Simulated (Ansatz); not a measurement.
# Hf (Hafnium, P6_3/mmc): thermal expansion from first principles

How much does Hf (Hafnium) expand with temperature?

Main program and level: Ansatz 0.2.0; DFT PBEsol, scalar-relativistic, plane waves, PAW; PAW set soft_1.

### Step 1. The starting structure

Symmetry: P6_3/mmc, No. 194, hexagonal system. The conventional cell has a = 3.197 Å, b = 3.197 Å, c = 5.058 Å, α = 90.00°, β = 90.00°, γ = 120.00°. Nearest to Hf lie 12 Hf at 3.13 to 3.20 Å.

Coordinates:

```cif
data_structure
_symmetry_space_group_name_H-M 'P 1'
_symmetry_Int_Tables_number 1
_cell_length_a 3.1967
_cell_length_b 3.1967
_cell_length_c 5.0578
_cell_angle_alpha 90.000
_cell_angle_beta 90.000
_cell_angle_gamma 120.000
_cell_volume 44.76
loop_
_atom_site_label
_atom_site_type_symbol
_atom_site_fract_x
_atom_site_fract_y
_atom_site_fract_z
_atom_site_occupancy
Hf1 Hf 0.33333 0.66667 0.25000 1
Hf2 Hf 0.66667 0.33333 0.75000 1
```

### Step 2. Probe on a coarse mesh

Before spending time, one coarse run tells the gap and the pressure of the starting cell.

File input.yaml:

```yaml
crystal:
  lattice:
    - [3.1967, 0.0, 0.0]
    - [-1.59835, 2.7684234083, 0.0]
    - [0.0, 0.0, 5.0578]
  atoms:
    - { symbol: Hf, position: [0.3333333333, 0.6666666667, 0.25] }
    - { symbol: Hf, position: [0.6666666667, 0.3333333333, 0.75] }
kpoints:
  mp_grid: { grid: [6, 6, 4] }
hamiltonian:
  xc: pbesol
  pseudopotentials: { kind: paw, azcp: { folder: soft_1 }, xc_functional: pbe }
scf:
  occupations: { method: gaussian, width: 0.1 }
  lower_state_search: "off"
output:
  forces: true
  stress: true
  eigenvalues: true
```

The run is started by

```sh
$ ansatz run input.yaml --threads 18 --pin off --max-ram 92160MiB --backend cuda --events-out ev --progress --plain --runs-dir out --max-vram 78GiB
```

Numbers of over 12 decimals in the logs are rounded to 6 here.

Output:

```text
Engine: ansatz 0.2.0, aarch64-unknown-linux-gnu
Pseudopotentials: kind: paw
Pseudopotential: Hf, paw, valence charge 26, recommended cutoff 420 eV (normal), soft_1/Hf.paw.azcp
Functional definition: PBEsol
  exchange = pbesol_x
  correlation = pbesol_c
device memory: the entry about to start is reckoned to put 1.0 GiB on a device that reports 107.2 GiB free (of which the cap on the GPU budget leaves the run 78.0 GiB)
GPU FFT provider: cuFFT
GPU libraries: cuBLAS 13.8.1, cuFFT 12.4.0, cuSOLVER 12.3.2
GPU matrix products: emulated (plane waves: as basis.precision tells), large ones in fixed point in workspaces of 1.00 GiB
Crystal: 2 atoms, lattice volume = 44.761 Å³
Basis set: ecut = 420 eV, 881 PW (Γ), exchange–correlation on 48×48×72 points (8 copies of the dense FFT grid, shifted against one another)
Bands: 32, of which v1, the nominal top of the filled ones, is band 26 counted from 1 (25 counted from 0)
Symmetry: 24 space group operations
Space group: P63/mmc (ITA 194), of the structure as read, at distance tolerance 3.6e-5 Å
k-points: 21 of 144
Non-local potential: Hf, projectors of the file, l = 0: 3, l = 1: 2, l = 2: 2, l = 3: 3
PAW form: soft (Blöchl's): semilocal exchange-correlation on the pseudo side does not see the compensation charge
PAW frozen core: Hf, regenerated for the run's functional, and the local potential with it (the file was generated under x = pbe(κ = 0.804, μ = 0.219515), c = pbe(β = 0.066725))
PAW one-centre angular grid: Hf, 590 points (default); XC on 64 Gauss nodes
Initial density: superposition of atomic densities (chi_scale 0.1, normalization cell)
Initial wavefunctions: pseudopotential atomic-orbital guess
GPU buffer pool allocated for 20736 grid points (all kernels)
GPU transforms: local potential and band sums: pruned to the plane-wave sphere, on 24×24×36
Functional: x = pbesol(κ = 0.804, μ = 0.123457), c = pbesol(β = 0.046)
SCF iter   1: F=—  HF=-31197.822567 eV  |F-HF|=—  |Δ(HF+E_count)|=         —  Δρ=3.59e-2  dr2=7.09e-1  ethr=3.10e-3  ⟨swp⟩=4.8  Hψ=2374  notcnv=0
preconditioner: auto → Kerker (q_TF=auto, 2.797 Å⁻¹)  [metal: Δε(μ)=0.015 eV  Ē_g=16.884 eV  σ=0.100 eV  W_gap=0.08  n_scr=22 (ndim 8)  ℏωp=38.5 eV  f_vac=0.000  D(μ)=3.40/eV (n_scr^D=34)]
SCF iter   2: F=—  HF=-31197.669779 eV  |F-HF|=—  |Δ(HF+E_count)|=   1.53e-1  Δρ=2.31e-2  dr2=2.91e-1  ethr=1.36e-3  ⟨swp⟩=2.8  Hψ=1479  notcnv=0
SCF iter   3: F=—  HF=-31197.634037 eV  |F-HF|=—  |Δ(HF+E_count)|=   3.57e-2  Δρ=9.72e-3  dr2=4.98e-2  ethr=5.59e-4  ⟨swp⟩=3.0  Hψ=1406  notcnv=0
SCF iter   4: F=—  HF=-31197.562757 eV  |F-HF|=—  |Δ(HF+E_count)|=   7.13e-2  Δρ=3.00e-3  dr2=1.89e-3  ethr=9.59e-5  ⟨swp⟩=3.0  Hψ=1607  notcnv=0
SCF iter   5: F=—  HF=-31197.565584 eV  |F-HF|=—  |Δ(HF+E_count)|=   2.83e-3  Δρ=2.10e-3  dr2=2.02e-3  ethr=3.64e-6  ⟨swp⟩=3.1  Hψ=1769  notcnv=0
SCF iter   6: F=—  HF=-31197.563896 eV  |F-HF|=—  |Δ(HF+E_count)|=   1.69e-3  Δρ=2.22e-4  dr2=1.74e-5  ethr=3.64e-6  ⟨swp⟩=3.7  Hψ=1308  notcnv=0
SCF iter   7: F=—  HF=-31197.564030 eV  |F-HF|=—  |Δ(HF+E_count)|=   1.34e-4  Δρ=5.09e-5  dr2=9.49e-7  ethr=3.35e-8  ⟨swp⟩=2.9  Hψ=1406  notcnv=0
SCF iter   8: F=-31197.564029 eV  HF=-31197.564029 eV  |F-HF|=2.88e-8  |Δ(HF+E_count)|=   3.61e-7  Δρ=1.01e-5  dr2=3.60e-8  ethr=1.92e-10  ⟨swp⟩=12.1  Hψ=5498  notcnv=0
SCF 1 converged in 8 iterations: F = -31197.564029 eV  dr2 = 3.60e-8
  greatest PAW one-centre occupation: 0.998 electrons in one spin orbital (limit 2), on the Hf atom at site 1 (counted from 0), in its partial waves of l = 0
SCF converged after 8 iterations
Free energy (F): -31197.564029 eV
Harris-Foulkes:  -31197.564029 eV  (|F-HF|=2.88e-8)
Internal energy: -31197.546045 eV  (E = F + TS)
E sigma→0 (E₀):  -31197.555037 eV
Entropy (-TS):   -0.017984 eV (-8.992 meV/atom)
Fermi energy:    18.044351 eV
--- Per-component energies (eV) ---
  E_band       = -25.968154
  E_kinetic    = 817.960744
  E_local      = -12642.845833  (includes V_loc(G=0)·N_el)
  E_nonlocal   = 129.299038
  E_hartree    = 6149.717254
  E_xc         = -528.800547
  E_vxc        = -508.608299  (∫ρ·V_xc dr)
  E_paw        = -15150.658776  (= ΣΔE_a)
  E_vpaw       = -121.198894  (= ΣTr[D̂ρ^β])
  E_aug_tail   = 0.000191  (compensation charges beyond the density's cutoff)
  E_ewald      = -9974.720229
  E_core_change = 2.502112  (= ΣΔE_core)
  E_smearing   = -0.017984  (= −TS)
  E_closure    = 0.000000  (closes the sum)
  Σ components = -31197.564029   (vs F -31197.564029, Δ=0.00e0)
--- Forces (eV/Å), atoms counted from 1 ---
  atom   1  Hf    -0.00000000    -0.00000000    -0.00000000
  atom   2  Hf     0.00000000     0.00000000     0.00000000
  max |Σ_I F_I| component: 3.70e-17 eV/Å
--- Stress (GPa, compression-positive) ---
       -3.835448      -0.000000      -0.000000
        0.000000      -3.835448      -0.000000
       -0.000000      -0.000000      -3.114239
  P = ⅓ Tr σ = -3.5950 GPa (-35.950 kbar)
--- Band table (eV; the first three rows and the last of 21) ---
  k-point 0: bands = [... 22 lower, 10.6036, 14.2673, 18.6565, 19.1443, 19.1443, 19.4292, 19.9640, 19.9640, ... 2 higher]
  k-point 1: bands = [... 22 lower, 11.1648, 13.9080, 18.0892, 18.9428, 18.9428, 18.9691, 19.5656, 19.5656, ... 2 higher]
  k-point 2: bands = [... 22 lower, 12.5813, 12.5813, 18.1401, 18.1401, 19.0314, 19.0314, 19.0314, 19.0314, ... 2 higher]
  k-point 20: bands = [... 22 lower, 16.2204, 16.2204, 16.5322, 16.5322, 17.8023, 17.8023, 20.4932, 20.4932, ... 2 higher]
```

It took 0.9 s on 1 × NVIDIA GB200 with 18 threads of Arm Neoverse V2, shared host; peak memory 1.1 GiB; 1.6 s of CPU time.

Reading the cycles: dr2 is the Hartree energy of the density residual (eV), the measure of convergence; HF is the Harris–Foulkes estimate of the energy, which meets the free energy F at convergence.

Numbers from this step:

| Quantity | Value |
| --- | --- |
| pressure | -3.595 GPa |
| volume per atom | 22.38 Å³/atom |
| gap on the k-mesh | 0 eV |

The start is under -3.6 GPa at this level and looks like a metal on this mesh.

### Step 3. Finding the static equilibrium

The vibrations must be taken about the equilibrium of this functional, not about the starting cell, so the structure is relaxed.

input.yaml: that of step 2 with these lines changed.

```diff
@@ -9,3 +9,3 @@
 kpoints:
-  mp_grid: { grid: [6, 6, 4] }
+  mp_grid: { grid: [15, 15, 8] }
 hamiltonian:
@@ -20 +20,6 @@
   eigenvalues: true
+relax:
+  adjacent_minimum: "off"
+  f_tol: 0.005
+  max_steps: 80
+  cell: { stress_tol: 0.05 }
```

Output:

```text
[...]
Crystal: 2 atoms, lattice volume = 44.761 Å³
Basis set: ecut = 420 eV, 881 PW (Γ), exchange–correlation on 48×48×72 points (8 copies of the dense FFT grid, shifted against one another)
Bands: 32, of which v1, the nominal top of the filled ones, is band 26 counted from 1 (25 counted from 0)
Symmetry: 24 space group operations
[...]
k-points: 135 of 1800
[...]
SCF iter   1: F=—  HF=-31197.848669 eV  |F-HF|=—  |Δ(HF+E_count)|=         —  Δρ=3.58e-2  dr2=7.03e-1  ethr=3.10e-3  ⟨swp⟩=5.2  Hψ=15239  notcnv=0  defer=1
[...]
SCF iter   2: F=—  HF=-31197.695582 eV  |F-HF|=—  |Δ(HF+E_count)|=   1.53e-1  Δρ=2.28e-2  dr2=2.82e-1  ethr=1.35e-3  ⟨swp⟩=2.9  Hψ=8874  notcnv=0  defer=54
[...]
SCF iter   8: F=-31197.590503 eV  HF=-31197.590503 eV  |F-HF|=5.13e-9  |Δ(HF+E_count)|=   6.08e-8  Δρ=6.33e-6  dr2=1.78e-8  ethr=1.92e-10  ⟨swp⟩=10.3  Hψ=28331  notcnv=0
SCF 1 converged in 8 iterations: F = -31197.590503 eV  dr2 = 1.78e-8
  Residual-converged pass: ⟨swp⟩=1.1  Hψ=4878  notcnv=0  max |occ|·‖R‖ = 4.7e-6 eV (tolerance 6.7e-6 eV)  dr2=1.78e-8  dr2_onsite=2.89e-10  max |Δocc| = 2.7e-6
[...]
relax step   1: F+E_penalty+E_count = -31197.59050347 eV  Δ(F+E_penalty+E_count) = +0.000e0 eV  max|allowed force component| = 2.591e-16 eV/Å  Δτ_max = 0.0000 Å  P = -3.766 GPa  Ω = 44.761 Å³  (8 SCF iters, dr2 threshold 1.00e-7 eV, accepted)
[...]
Crystal: 2 atoms, lattice volume = 41.088 Å³
Basis set: ecut = 420 eV, 809 PW (Γ), exchange–correlation on 48×48×72 points (8 copies of the dense FFT grid, shifted against one another)
[...]
iter 1 solved again at ethr=2.31e-6 eV; its pass at ethr=3.10e-3 eV (dr2=1.20e-3 eV) is discarded
[...]
SCF iter   2: F=—  HF=-31197.570221 eV  |F-HF|=—  |Δ(HF+E_count)|=   4.29e-4  Δρ=1.20e-3  dr2=3.20e-4  ethr=2.31e-6  ⟨swp⟩=2.1  Hψ=7333  notcnv=0
[...]
SCF iter   7: F=-31197.570259 eV  HF=-31197.570259 eV  |F-HF|=8.15e-10  |Δ(HF+E_count)|=   1.01e-7  Δρ=2.83e-6  dr2=3.02e-9  ethr=1.87e-10  ⟨swp⟩=5.8  Hψ=21291  notcnv=0
SCF 2 converged in 7 iterations: F = -31197.570259 eV  dr2 = 3.02e-9
relax step   2: F+E_penalty+E_count = -31197.57025911 eV  Δ(F+E_penalty+E_count) = +2.024e-2 eV  max|allowed force component| = 4.441e-16 eV/Å  Δτ_max = 0.0000 Å  P = +6.268 GPa  Ω = 41.088 Å³  energy of the carried Pulay correction = +1.210e-3 eV  (7 SCF iters, dr2 threshold 2.00e-7 eV, rejected (line search))
[...]
Crystal: 2 atoms, lattice volume = 43.308 Å³
[...]
SCF iter   9: F=-31197.609533 eV  HF=-31197.609533 eV  |F-HF|=7.28e-12  |Δ(HF+E_count)|=  3.64e-12  Δρ=9.79e-8  dr2=1.54e-12  ethr=1.00e-12  ⟨swp⟩=9.2  Hψ=29517  notcnv=0
SCF 3 converged in 9 iterations: F = -31197.609533 eV  dr2 = 1.54e-12
relax step   3: F+E_penalty+E_count = -31197.60953322 eV  Δ(F+E_penalty+E_count) = -1.903e-2 eV  max|allowed force component| = 8.327e-17 eV/Å  Δτ_max = 0.0000 Å  P = -0.241 GPa  Ω = 43.308 Å³  energy of the carried Pulay correction = +4.632e-4 eV  (9 SCF iters, accepted)
[...]
relax step   4: F+E_penalty+E_count = -31197.60963632 eV  Δ(F+E_penalty+E_count) = -1.031e-4 eV  max|allowed force component| = 1.573e-16 eV/Å  Δτ_max = 0.0000 Å  P = +0.011 GPa  Ω = 43.212 Å³  energy of the carried Pulay correction = +4.944e-4 eV  (3 SCF iters, dr2 threshold 2.00e-7 eV, accepted)
[...]
SCF iter   1: F=—  HF=-31197.609172 eV  |F-HF|=—  |Δ(HF+E_count)|=         —  Δρ=4.31e-5  dr2=1.68e-7  ethr=5.21e-9  ⟨swp⟩=5.0  Hψ=33291  notcnv=0
[...]
SCF iter   2: F=—  HF=-31197.609171 eV  |F-HF|=—  |Δ(HF+E_count)|=   1.54e-6  Δρ=3.62e-5  dr2=2.67e-7  ethr=3.23e-10  ⟨swp⟩=3.3  Hψ=10066  notcnv=0
[...]
SCF iter   7: F=-31197.609171 eV  HF=-31197.609171 eV  |F-HF|=3.64e-12  |Δ(HF+E_count)|=  3.64e-12  Δρ=2.66e-8  dr2=3.85e-13  ethr=1.00e-12  ⟨swp⟩=6.7  Hψ=23072  notcnv=0
SCF 5 converged in 7 iterations: F = -31197.609171 eV  dr2 = 3.85e-13
relax step   5: F+E_penalty+E_count = -31197.60917074 eV  Δ(F+E_penalty+E_count) = +4.656e-4 eV  max|allowed force component| = 1.006e-16 eV/Å  Δτ_max = 0.0000 Å  P = +0.004 GPa  Ω = 43.212 Å³  stress off target by 1.26e-2 GPa  SCF on the basis re-selected at this cell (its energy is not comparable with the rows above)  (7 SCF iters)
basis re-selected at this cell: Δ(F+E_penalty+E_count) = +4.656e-4 eV, ΔP = -0.007 GPa vs the last step (what re-selecting the basis moved, of the pressure what is left beyond the Pulay correction that the steps carried, after the strain that the cell walked since its last selection, with what the two solves' SCF thresholds leave and, on support functions, any second-order correction that the steps lacked; it is no m [...]
SCF converged after 7 iterations
Free energy (F): -31197.609171 eV
[...]
Internal energy: -31197.601750 eV  (E = F + TS)
E sigma→0 (E₀):  -31197.605460 eV
Entropy (-TS):   -0.007421 eV (-3.710 meV/atom)
Fermi energy:    18.713181 eV
[...]
--- Stress (GPa, compression-positive) ---
        0.011949       0.000000       0.000000
       -0.000000       0.011949      -0.000000
        0.000000      -0.000000      -0.012612
  P = ⅓ Tr σ = 0.0038 GPa (0.038 kbar)
--- Band table (eV; the first three rows and the last of 135) ---
  k-point 0: bands = [... 22 lower, 11.2017, 14.8783, 19.5060, 19.8690, 19.8690, 20.1711, 20.7312, 20.7312, ... 2 higher]
  k-point 1: bands = [... 22 lower, 11.3523, 14.8130, 19.2803, 19.7815, 19.7815, 20.0407, 20.6052, 20.6052, ... 2 higher]
  k-point 2: bands = [... 22 lower, 11.7869, 14.5551, 18.8670, 19.6564, 19.6564, 19.6925, 20.3107, 20.3107, ... 2 higher]
  k-point 134: bands = [... 22 lower, 16.8657, 16.8657, 17.1973, 17.1973, 18.5575, 18.5575, 21.2774, 21.2774, ... 2 higher]
--- Relaxed structure (4 steps of the walk, 3 accepted, 1 SCFs on fresh bases) ---
  F+E_penalty+E_count = -31197.60917074 eV   max|allowed force component| = 1.006e-16 eV/Å   (the final SCF, on the basis selected at the relaxed cell)
  cell:  # Å, volume = 43.2121 Å³
    - [3.160221, 0.0, 0]
    - [-1.580111, 2.736832, -1.2084351267768765e-18]
    - [0, -2.2077631499257856e-18, 4.996202]
  atoms:
    - { symbol: Hf, position: [0.333333, 0.666667, 0.250000] }
    - { symbol: Hf, position: [0.666667, 0.333333, 0.75] }
```

The job ended after 4 s (1 × NVIDIA GB200 with 18 threads; peak memory 1.1 GiB; 15 s of CPU time).

The steps of the relaxation:

| step | energy less that of the first step (eV) | largest force component (eV/Å) | pressure (GPa) | volume (Å³) |
| --- | --- | --- | --- | --- |
| 1 | 0.0000 | 0.0000 | -3.77 | 44.76 |
| 2 | 0.0202 | 0.0000 | 6.27 | 41.09 |
| 3 | -0.0190 | 0.0000 | -0.24 | 43.31 |
| 4 | -0.0191 | 0.0000 | 0.01 | 43.21 |
| 5* | -0.0187 | 0.0000 | 0.00 | 43.21 |

Relaxation steps marked * repeat the geometry before them on a plane-wave basis chosen anew for their cell, so energy and pressure can jump there. Relaxation step 2 was tried and not accepted.

Forces are held to the 24 operations that the run works with; a distortion that breaks them can't arise in this run.

| conventional cell, symmetrised | before | after | change |
| --- | --- | --- | --- |
| a (Å) | 3.197 | 3.160 | -1.1 % |
| b (Å) | 3.197 | 3.160 | -1.1 % |
| c (Å) | 5.058 | 4.996 | -1.2 % |
| volume (Å³/atom) | 22.38 | 21.61 | -3.5 % |

Final coordinates:

```
Hf
1.0
     3.16022    0.00000    0.00000
    -1.58011    2.73683    0.00000
     0.00000    0.00000    4.99620
Hf
2
Direct
  0.33333 0.66667 0.25000
  0.66667 0.33333 0.75000
```

Numbers from this step:

* pressure: 0.003762 GPa
* volume per atom: 21.61 Å³/atom

The relaxation ends with a pressure of 0.00 GPa.

### Step 4. Relaxing to small residual forces and stress

The relaxation is repeated with tighter thresholds on force and stress, since phonons are sensitive to what is left; a change of mesh or smearing in the input moves the cell too.

input.yaml, the sections that differ from step 3:

```yaml
crystal:
  lattice:
    - [3.160221369, 0.0, 0.0]
    - [-1.5801106845, 2.7368319871, 0.0]
    - [0.0, 0.0, 4.9962017006]
  atoms:
    - { symbol: Hf, position: [0.3333333333, 0.6666666667, 0.25] }
    - { symbol: Hf, position: [0.6666666667, 0.3333333333, 0.75] }
scf:
  occupations: { method: methfessel_paxton, width: 0.2 }
  lower_state_search: "off"
relax:
  adjacent_minimum: "off"
  f_tol: 0.001
  max_steps: 60
  cell: { stress_tol: 0.01 }
# kpoints, hamiltonian, output: as in step 3
```

Output:

```text
[...]
Crystal: 2 atoms, lattice volume = 43.212 Å³
Basis set: ecut = 420 eV, 845 PW (Γ), exchange–correlation on 48×48×72 points (8 copies of the dense FFT grid, shifted against one another)
Bands: 32, of which v1, the nominal top of the filled ones, is band 26 counted from 1 (25 counted from 0)
Symmetry: 24 space group operations
[...]
k-point 134: bands = [... 22 lower, 16.8660, 16.8660, 17.1975, 17.1975, 18.5587, 18.5587, 21.2786, 21.2786, ... 2 higher]
--- Relaxed structure (3 steps of the walk, 3 accepted, 1 SCFs on fresh bases) ---
[...]
cell:  # Å, volume = 43.2105 Å³
    - [3.160422, 0.0, 0.0]
    - [-1.580211, 2.737006, 0.0]
    - [0.0, 0.0, 4.995380]
  atoms:
    - { symbol: Hf, position: [0.333333, 0.666667, 0.25] }
    - { symbol: Hf, position: [0.666667, 0.333333, 0.75] }
[key lines of the parts left out:]
SCF converged after 5 iterations
Free energy (F): -31197.604493 eV
Fermi energy:    18.722717 eV
P = ⅓ Tr σ = -0.0014 GPa (-0.014 kbar)
```

The job ended after 3.2 s (1 × NVIDIA GB200 with 18 threads; peak memory 1.1 GiB).

Little changed from the start: no atom moved by 0.005 Å and no cell edge by 0.1 %.

This step gave:

- pressure: -0.001361 GPa

The residual pressure is -0.0014 GPa, small enough for phonons.

(Continued in part 2 of 2.)

[Logs are printed without paths, hosts, clocks, repeated set-up lines and the standing remarks that a program may print on its own settings, such as how far it seeks lower states.]

[Hosts, paths, dates, database ids (printed as entryN), source tags and the programs' standing remarks are cut or masked in the printed files.]

[A step with changed settings may run another functional than the one named; its input shows which.]
